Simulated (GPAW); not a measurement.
**MgI2 (P-3m1): least direct gap against volume**

The cell of MgI2 (P-3m1) is scaled evenly and the response computed anew at each volume, on one mesh. The atoms keep their fractional positions.

Cell: a, b, c = 4.140, 4.140, 6.880 Å (primitive vectors), 3 atoms.

Method: GPAW 26.7.0, PBE, RPA, k-mesh 9×9×5, local fields up to 50 eV, Lorentzian half width 0.15 eV.

Launch of the response step: `OMP_NUM_THREADS=1 python df.py`. The series took 32.3 min in all, its band step included, on 1 thread of Arm Neoverse V1, on a shared host.

| V/V₀ | V (Å³, primitive cell) | least direct gap (eV) |
| --- | --- | --- |
| 0.94 | 95.99 | 3.930 |
| 0.96 | 98.04 | ? |
| 0.98 | 100.08 | 3.743 |
| 1.00 | 102.12 | 3.656 |
| 1.02 | 104.16 | 3.573 |
| 1.04 | 106.21 | 3.494 |
| 1.06 | 108.25 | 3.418 |

For small changes the quantity should be close to linear in ln V.

Working, on the rows shown:

| x = ln(V/V₀) | y = least direct gap |
| --- | --- |
| -0.0618754 | 3.93 |
| -0.0202027 | 3.743 |
| 0 | 3.656 |
| 0.0198026 | 3.573 |
| 0.0392207 | 3.494 |
| 0.0582689 | 3.418 |

Means: x̄ = 0.005869, ȳ = 3.6357. Σ(x − x̄)(y − ȳ) = -0.03986, Σ(x − x̄)² = 0.009356. Slope = -0.03986 / 0.009356 = -4.261; intercept = ȳ − slope · x̄ = 3.6607. The line misses the rows shown by at most 0.0057 eV.

Task: Fill in the last column of the withheld row.

Result: At x = -0.040822 the line gives y = 3.8346 eV. The run gave 3.834 eV, so the interpolation is off by 0.0006 eV, 0.1 % of the range in the table.

Between the rows on either side of x = 0 the slope is (3.573 − 3.743) / (0.019803 − (-0.020203)) = -4.249. That is a volume deformation potential of -4.2 eV: the least direct gap on this mesh widens by 42 meV for each per cent of compression. The cell comes from an older database entry, whose edges can be off by a per cent or so. PBE gaps are as a rule too small. Spin-orbit coupling is left out.
